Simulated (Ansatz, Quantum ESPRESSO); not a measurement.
# Lattice dynamics of CsCaH3 (Pm-3m) in two programs

Wanted: phonon bands, density of states and zone-centre response of CsCaH3 (Pm-3m).

Method: DFT LDA, scalar-relativistic, plane waves, GBRV ultrasoft pseudopotentials, in Quantum ESPRESSO 7.5.

This is a report of a sequence of runs, with most program output left out.

**1. Set-up**

The structure is cubic, space group Pm-3m (No. 221). The conventional cell has a = 4.621 Å, b = 4.621 Å, c = 4.621 Å, α = 90.00°, β = 90.00°, γ = 90.00°. Nearest to Cs lie 12 H at 3.27 Å. Ca has 6 H at 2.31 Å nearest. H has 2 Ca at 2.31 Å and 8 H at 3.27 Å and 4 Cs at 3.27 Å nearest. Farther neighbours are not listed.

As a file:

```
Cs Ca H
1.0
     4.62119    0.00000    0.00000
     0.00000    4.62119    0.00000
     0.00000    0.00000    4.62119
Cs Ca H
1 1 3
Direct
  0.00000 0.00000 0.00000
  0.50000 0.50000 0.50000
  0.50000 0.00000 0.50000
  0.00000 0.50000 0.50000
  0.50000 0.50000 0.00000
```

**2. A probe with smearing**

A cheap run with smearing and empty bands tells whether the crystal has a gap, which decides between fixed occupations and smearing later on.

The input, probe.in:

```
 &control
    calculation='scf',
    prefix='x',
    outdir='./tmp',
    pseudo_dir='./pseudo',
    tprnfor=.true.,
    tstress=.true.,
    verbosity='high',
 /
 &system
    ibrav=1,
    celldm(1)=8.73277591,
    nat=5,
    ntyp=3,
    ecutwfc=40.0,
    ecutrho=240.0,
    occupations='smearing',
    smearing='gaussian',
    degauss=0.01,
 /
 &electrons
    conv_thr=1.0d-07,
    mixing_beta=0.7,
    electron_maxstep=100,
 /
ATOMIC_SPECIES
 Cs    132.9055  Cs.upf
 Ca     40.0780  Ca.upf
 H       1.0080  H.upf
ATOMIC_POSITIONS crystal
 Cs     0.000000000   0.000000000   0.000000000
 Ca     0.500000000   0.500000000   0.500000000
 H      0.500000000   0.000000000   0.500000000
 H      0.000000000   0.500000000   0.500000000
 H      0.500000000   0.500000000   0.000000000
K_POINTS automatic
 4 4 4 0 0 0
```

Command:

```sh
OMP_NUM_THREADS=1 mpirun -n 4 pw.x -nk 4 -in probe.in > probe.out
```

Wall time 3.7 s (4 MPI ranks of Arm Neoverse V1, shared host).

Read from the output:

| Quantity | Value |
| --- | --- |
| volume per atom | 19.74 Å³ |
| pressure | -2.397 GPa |
| gap on the k-mesh | 2.810 eV |

A gap of 2.8 eV opens on this mesh, so the crystal is taken as an insulator; the start stands at -2.4 GPa.

**3. Relaxation**

The harmonic expansion starts where the forces on the atoms vanish, and stress shifts the frequencies, so cell and atoms are relaxed with tight thresholds.

The input, relax.in:

```
 &control
    calculation='vc-relax',
    prefix='x',
    outdir='./tmp',
    pseudo_dir='./pseudo',
    tprnfor=.true.,
    tstress=.true.,
    forc_conv_thr=2.0d-05,
    etot_conv_thr=1.0d-07,
    nstep=40,
 /
 &system
    ibrav=1,
    celldm(1)=8.73277591,
    nat=5,
    ntyp=3,
    ecutwfc=40.0,
    ecutrho=240.0,
    occupations='fixed',
    nbnd=13,
 /
 &electrons
    conv_thr=1.0d-11,
    mixing_beta=0.7,
    electron_maxstep=100,
 /
 &ions
 /
 &cell
    press_conv_thr=0.2,
 /
ATOMIC_SPECIES
 Cs    132.9055  Cs.upf
 Ca     40.0780  Ca.upf
 H       1.0080  H.upf
ATOMIC_POSITIONS crystal
 Cs     0.000000000   0.000000000   0.000000000
 Ca     0.500000000   0.500000000   0.500000000
 H      0.500000000   0.000000000   0.500000000
 H      0.000000000   0.500000000   0.500000000
 H      0.500000000   0.500000000   0.000000000
K_POINTS automatic
 4 4 4 0 0 0
```

Command:

```sh
OMP_NUM_THREADS=1 mpirun -n 4 pw.x -nk 4 -in relax.in > relax.out
```

It took 25 s on 4 MPI ranks.

The steps of the relaxation:

```
step  energy less that of the first step (eV)  largest force (eV/Å)  pressure (GPa)  volume (Å³)
   1                                   0.0000                0.0000           -2.41        98.69
   2                                  -0.0171                0.0000           -2.17        97.48
   3                                  -0.0390                0.0000           -1.78        95.69
   4                                  -0.0632                0.0000           -1.15        93.05
   5                                  -0.0778                0.0000           -0.04        89.18
   6                                  -0.0778                0.0000            0.00        89.05
   7                                  -0.0778                0.0000            0.00        89.05
   8                                  -0.0774                0.0000            0.01        89.05
```

```
conventional cell, symmetrised  before  after  change
                         a (Å)   4.621  4.466  -3.4 %
                         b (Å)   4.621  4.466  -3.4 %
                         c (Å)   4.621  4.466  -3.4 %
              volume (Å³/atom)   19.74  17.81  -9.8 %
```

Final coordinates:

```
Cs Ca H
1.0
     4.46566    0.00000    0.00000
     0.00000    4.46566    0.00000
     0.00000    0.00000    4.46566
Cs Ca H
1 1 3
Direct
  0.00000 0.00000 0.00000
  0.50000 0.50000 0.50000
  0.50000 0.00000 0.50000
  0.00000 0.50000 0.50000
  0.50000 0.50000 0.00000
```

The last row of the table of steps is pw.x's closing run on a basis chosen anew for the final cell, so its energy can jump.

Read from the output:

| Quantity | Value |
| --- | --- |
| volume per atom | 17.81 Å³ |
| pressure | 0.005 GPa |
| gap on the k-mesh | 2.665 eV |

The volume changes by -9.8 % from the cell with which this run began.

**4. Self-consistent run for the response**

Perturbation theory inherits every error of the wavefunctions, so the threshold is set near the limit of the arithmetic. With a gap, occupations are fixed, which also allows the response to an electric field.

The input, scf.in:

```
 &control
    calculation='scf',
    prefix='x',
    outdir='./tmp',
    pseudo_dir='./pseudo',
    tprnfor=.true.,
    tstress=.true.,
 /
 &system
    ibrav=1,
    celldm(1)=8.43887366,
    nat=5,
    ntyp=3,
    ecutwfc=40.0,
    ecutrho=240.0,
    occupations='fixed',
    nbnd=13,
 /
 &electrons
    conv_thr=1.0d-12,
    mixing_beta=0.7,
    electron_maxstep=100,
 /
ATOMIC_SPECIES
 Cs    132.9055  Cs.upf
 Ca     40.0780  Ca.upf
 H       1.0080  H.upf
ATOMIC_POSITIONS crystal
 Cs     0.000000000   0.000000000   0.000000000
 Ca     0.500000000   0.500000000   0.500000000
 H      0.500000000   0.000000000   0.500000000
 H      0.000000000   0.500000000   0.500000000
 H      0.500000000   0.500000000   0.000000000
K_POINTS automatic
 4 4 4 0 0 0
```

Command:

```sh
OMP_NUM_THREADS=1 mpirun -n 4 pw.x -nk 4 -in scf.in > scf.out
```

The job ended after 4.5 s (4 MPI ranks).

The cell stands at 0.005 GPa, close enough for phonons.

**5. Phonons on a q mesh**

Linear response treats each wavevector in the unit cell, with no supercell; the 2×2×2 mesh fixes the range of the force constants to be had.

The input, ph.in:

```
phonons
 &inputph
    prefix='x',
    outdir='./tmp',
    fildyn='x.dyn',
    tr2_ph=1.0d-18,
    epsil=.true.,
    ldisp=.true.,
    nq1=2,
    nq2=2,
    nq3=2,
 /
```

Command:

```sh
OMP_NUM_THREADS=1 mpirun -n 4 ph.x -nk 4 -in ph.in > ph.out
```

It took 9.3 min on 4 MPI ranks.

Read from the output:

| Property | Result |
| --- | --- |
| miss of the charge sum rule | 0.01988 e |
| largest acoustic frequency at the zone centre before the sum rule | -4.41 cm⁻¹ |
| highest optical zone-centre mode (no LO-TO term) | 1114 cm⁻¹ |
| lowest optical zone-centre mode | 117.1 cm⁻¹ |
| mean high-frequency dielectric constant | 3.888 |
| largest Born charge in size (third of the trace) | 1.928 e |
| lowest mode on the q mesh (acoustic ones at the zone centre apart) | 58.38 cm⁻¹ |

Frequencies (cm⁻¹) at each irreducible wavevector; negative means imaginary. Frequencies by wavevector:

```
 q (fractions)  star  mode 1  mode 2  mode 3  mode 4  mode 13  mode 14  mode 15
         0 0 0     1   -4.41   -4.41   -4.41   117.1     1114     1114     1114
      0 0 -0.5     3   59.54   59.54    74.9   111.8     1114     1114     1236
   0 -0.5 -0.5     3   58.38    63.2    63.2   121.7     1112     1141     1281
-0.5 -0.5 -0.5     1   68.61   68.61   68.61   207.9     1142     1142     1302
```

Born charge (rows field, columns displacement), before the sum rule (e), principal values of the symmetric part by kind of site:

```
atom  atoms with these values    low  middle   high   mean
 Cs1                        1   1.09    1.09   1.09   1.09
 Ca2                        1   1.93    1.93   1.93   1.93
  H3                        3  -1.10   -0.97  -0.97  -1.01
```

In full for H3:

```
-0.97  0.00  0.00
 0.00 -1.10  0.00
 0.00  0.00 -0.97
```

High-frequency dielectric tensor:

```
3.89 0.00 0.00
0.00 3.89 0.00
0.00 0.00 3.89
```

The acoustic modes at Γ come out as far as 4.4 cm⁻¹ from zero, where they should vanish, a small numerical error; the Born charges miss their sum rule by 0.020 e, which is good.

**6. Fourier transform to real space**

The dynamical matrices of the mesh are Fourier-transformed to force constants in real space, after the long-range dipole part is taken out.

The input, q2r.in:

```
 &input
    fildyn='x.dyn',
    zasr='simple',
    flfrc='x.fc',
 /
```

Command:

```sh
q2r.x < q2r.in > q2r.out
```

The job ended after 0.48 s (1 thread).

**7. Interpolated phonon bands**

From the force constants any wavevector is cheap; points of the mesh come back as solved, but for the sum rule and, in polar crystals, the LO-TO term at Γ; the rest is interpolation.

The input, matdyn.in:

```
 &input
    asr='simple',
    flfrc='x.fc',
    flfrq='x.freq',
    flvec='x.modes',
    q_in_band_form=.true.,
    q_in_cryst_coord=.true.,
 /
8
  0.0000000   0.0000000   0.0000000  12  ! GAMMA
  0.0000000   0.5000000   0.0000000  12  ! X
  0.5000000   0.5000000   0.0000000  12  ! M
  0.0000000   0.0000000   0.0000000  12  ! GAMMA
  0.5000000   0.5000000   0.5000000  12  ! R
  0.0000000   0.5000000   0.0000000   1  ! X
  0.5000000   0.5000000   0.5000000  12  ! R
  0.5000000   0.5000000   0.0000000   1  ! M
```

Command:

```sh
matdyn.x -in matdyn.in > matdyn.out
```

The job ended after 0.61 s (1 thread).

This step gave:

```yaml
lowest_frequency_on_the_path: 0 cm⁻¹
```

Matdyn.x, sum rule simple. The phonon branches at the labelled points (cm⁻¹):

```
    point  branch 1  branch 2  branch 3  branch 4  branch 12  branch 13  branch 14  branch 15
        Γ         0         0         0       117        680       1115       1115       1199
  halfway        42        42        60       115        696       1114       1114       1217
        X        60        60        75       112        712       1114       1114       1236
  halfway        59        62        67       118        699       1113       1131       1256
        M        58        63        63       122        705       1113       1141       1281
  halfway        52        53        67       117        694       1114       1126       1234
        Γ         0         0         0       117        680       1115       1115       1199
  halfway        59        59        65       165        677       1128       1128       1248
        R        69        69        69       208        594       1142       1142       1303
  halfway        61        64        66       167        665       1129       1133       1269
        X        60        60        75       112        712       1114       1114       1236
jump to R        69        69        69       208        594       1142       1142       1303
  halfway        64        66        66       172        651       1131       1141       1288
        M        58        63        63       122        705       1113       1141       1281
```

All branches are real along the path.

**8. Sums over the zone**

Sums over the zone need many more wavevectors than were solved, so the interpolation is sampled on a dense mesh.

The input, matdyn.in:

```
 &input
    asr='simple',
    flfrc='x.fc',
    dos=.true.,
    fldos='x.dos',
    nk1=10,
    nk2=10,
    nk3=10,
    deltaE=1.0,
 /
```

Command:

```sh
matdyn.x -in matdyn.in > matdyn.out
```

It took 19 s on 1 thread.

This step gave:

- share of modes beyond 3i cm⁻¹ on the dense interpolated mesh: 0
- zero-point energy per atom: 90.18 meV
- heat capacity at 300 K: 16.42 J/(mol atoms K)
- vibrational entropy at 300 K: 21.18 J/(mol atoms K)

The phonon density of states has structure finer than the step of the table below, so its rows give means over 50 cm⁻¹, whole bins alone (the curve runs from 0 to 1296 cm⁻¹). Peaks (cm⁻¹: height): total 64.0: 0.204, 192.0: 0.0565, 696.0: 0.0429, 1120.0: 0.0897; Ca 120.0: 0.0398, 192.0: 0.0545; Cs 64.0: 0.200; H 440.0: 0.0417, 696.0: 0.0424, 1120.0: 0.0885, 1240.0: 0.0160.

Tetrahedra. Phonon density of states against wavenumber; means over each step; values in 1/cm⁻¹/cell:

```
wavenumber (cm⁻¹)    total       Ca       Cs        H
               50   0.0586  0.00180   0.0567   9.8e-5
              100  0.00968  0.00770  0.00177   2.1e-4
              150   0.0269   0.0253   1.0e-3   5.7e-4
              200   0.0246   0.0238   4.2e-4   4.0e-4
              250        0        0        0        0
              300        0        0        0        0
              350   5.2e-5        0        0   5.2e-5
              400   0.0121   2.5e-5        0   0.0121
              450   0.0348   1.8e-4   4.6e-6   0.0346
              500   0.0287   2.5e-4   5.0e-6   0.0284
              550   0.0197   8.4e-5        0   0.0196
              600  0.00515   7.3e-6        0  0.00514
              650  0.00413   2.0e-5   3.0e-7  0.00411
              700   0.0152   1.8e-4   9.3e-6   0.0151
              750        0        0        0        0
              800        0        0        0        0
              850        0        0        0        0
              900        0        0        0        0
              950        0        0        0        0
             1000        0        0        0        0
             1050        0        0        0        0
             1100   0.0209   2.9e-4        0   0.0206
             1150   0.0194   1.2e-4        0   0.0193
             1200  0.00234   3.6e-5        0  0.00230
             1250   0.0139   7.0e-5        0   0.0139
```

Harmonic thermodynamic functions per atom, summed over the density of states scaled to three modes an atom; melting is ignored. Thermodynamic functions:

```
T (K)  F_vib (meV/atom)  S (J/mol-atom/K)  C_V (J/mol-atom/K)
    0             90.18                 0                   0
   50             89.62             3.257               5.067
  100             86.68             7.896               8.369
  200             74.56             15.21               13.07
  300             55.61             21.18               16.42
  400             30.97             26.24                18.7
  500              1.46             30.59               20.27
  600            -32.26             34.39               21.37
  700            -69.67             37.75               22.14
  800            -110.4             40.74                22.7
  900              -154             43.44               23.12
 1000            -200.3             45.89               23.43
```

At 300 K the heat capacity has reached 66 % of the Dulong-Petit value.

**9. Zone-centre analysis**

A rigid shift of the crystal must cost nothing, but grids and finite bases break this; the acoustic sum rule is imposed before the matrix is diagonalised again. With Born charges the intensities follow, and the static dielectric tensor.

The input, dynmat.in:

```
 &input
    fildyn='x.dyn1',
    asr='simple',
    fileig='dynmat.eig',
    lperm=.true.,
 /
```

Command:

```sh
dynmat.x -in dynmat.in > dynmat.out
```

Wall time 0.48 s (1 thread).

Numbers from this step:

* highest optical zone-centre mode (no LO-TO term): 1115 cm⁻¹
* lowest optical zone-centre mode: 117.3 cm⁻¹
* mean static dielectric constant: 9.953

Unit eigenvectors of the mass-weighted matrix after the sum rule; no LO-TO term. The modes at Γ (shares of kinetic energy by element, %):

```
mode  frequency (cm⁻¹)  symmetry  Cs %  Ca %  H %
   1               0.0  acoustic    76    23    2
   2               0.0  acoustic    76    23    2
   3               0.0  acoustic    76    23    2
   4             117.3       T1u    24    73    2
   5             117.3       T1u    24    73    2
   6             117.3       T1u    24    73    2
   7             430.5       T2u     0     0  100
   8             430.5       T2u     0     0  100
   9             430.5       T2u     0     0  100
  10             459.5       T1u     0     2   98
  11             459.5       T1u     0     2   98
  12             459.5       T1u     0     2   98
  13            1114.6       T1u     0     2   98
  14            1114.6       T1u     0     2   98
  15            1114.6       T1u     0     2   98
```

Displacements in mode 4 (117.3 cm⁻¹), the largest set to 1:
```
Cs1  0.00  0.00 -0.32
Ca2  0.00  0.00  1.00
H3   0.00  0.00  0.53
H4   0.00  0.00  0.53
H5   0.00  0.00  0.87
```

Displacements in mode 13 (1114.6 cm⁻¹), the largest set to 1:
```
Cs1  0.00  0.00  0.00
Ca2  0.00  0.00 -0.02
H3   0.00  0.00 -0.05
H4   0.00  0.00 -0.05
H5   0.00  0.00  1.00
```

Degenerate modes summed, no LO-TO term. Lines of the infrared spectrum (strongest = 100):

```
position (cm⁻¹)  lines merged  label  IR intensity, relative
            117             3    T1u                     0.1
            431             3    T2u                     0.0
            459             3    T1u                     100
           1115             3    T1u                      50
```

Static dielectric tensor (ions relaxed, fixed cell):

```
9.95 0.00 0.00
0.00 9.95 0.00
0.00 0.00 9.95
```

The rule moves no optical mode by more than 0.3 cm⁻¹.

**10. Sum rules set otherwise (asr no)**

Without the rule the raw error of the acoustic modes shows.

The input, dynmat.in:

```
 &input
    fildyn='x.dyn1',
    asr='no',
    fileig='dynmat.eig',
    lperm=.true.,
 /
```

Command:

```sh
dynmat.x -in dynmat.in > dynmat.out
```

Run time: 0.46 s. Hardware: 1 thread.

Numbers from this step:

| Quantity | Value |
| --- | --- |
| highest optical zone-centre mode (no LO-TO term) | 1114 cm⁻¹ |
| lowest optical zone-centre mode | 117.1 cm⁻¹ |
| mean static dielectric constant | 10.01 |

Zone-centre frequencies as printed; negative means imaginary. Modes:

```
mode  frequency (cm⁻¹)
   1             -4.41
   2             -4.41
   3             -4.41
   4             117.1
   5             117.1
   6             117.1
   7             430.5
   8             430.5
   9             430.5
  10             459.5
  11             459.5
  12             459.5
  13              1114
  14              1114
  15              1114
```

Against the first rule no mode moves by more than 4.5 cm⁻¹.

**11. Sum rules set otherwise: a sum rule for molecules or wires on a crystal**

This rule also removes rotations, which suits molecules and not a crystal; it is tried to see the harm.

The input, dynmat.in:

```
 &input
    fildyn='x.dyn1',
    asr='zero-dim',
    fileig='dynmat.eig',
    lperm=.true.,
 /
```

Command:

```sh
dynmat.x -in dynmat.in > dynmat.out
```

Wall time 0.45 s (1 thread).

The run ended normally, but on settings that are not sound.

The fault: a sum rule for molecules or wires on a crystal; 3 optical modes are projected out to zero frequency, as if they were rotations.

For a crystal the rule has to be 'simple' or 'crystal'.

Zone-centre frequencies as printed; negative means imaginary. Modes:

```
mode  frequency (cm⁻¹)
   1                 0
   2                 0
   3                 0
   4                 0
   5                 0
   6                 0
   7             117.2
   8             456.7
   9             456.7
  10             459.2
  11             472.5
  12             472.5
  13              1105
  14              1105
  15              1114
```

**12. Modes along a direction of q (1 0 0)**

A longitudinal polar mode sets up a macroscopic field that stiffens it; the term hangs on the direction from which q goes to zero.

The input, dynmat.in:

```
 &input
    fildyn='x.dyn1',
    asr='simple',
    fileig='dynmat.eig',
    q(1)=1.0,
    q(2)=0.0,
    q(3)=0.0,
 /
```

Command:

```sh
dynmat.x -in dynmat.in > dynmat.out
```

It took 0.45 s on 1 thread.

This step gave:

| Property | Result |
| --- | --- |
| highest mode moved by the LO-TO term | 1199 cm⁻¹ |

Zone-centre frequencies as printed; negative means imaginary. Modes:

```
mode  frequency (cm⁻¹)
   1                 0
   2                 0
   3                 0
   4             117.3
   5             117.3
   6             117.9
   7             430.5
   8             430.5
   9             430.5
  10             459.5
  11             459.5
  12             679.6
  13              1115
  14              1115
  15              1199
```

The field moves 3 modes; the highest of them now lies at 1199 cm⁻¹, where the highest that moved away lay at 1115.

[end of part 1 of 2]

[Host names and launcher messages were left out of these logs when they were recorded.]

[Logs are printed without paths, hosts, clocks, repeated set-up lines and the standing remarks that a program may print on its own settings, such as how far it seeks lower states.]

[Hosts, paths, dates, database ids (printed as entryN), source tags and the programs' standing remarks are cut or masked in the printed files.]
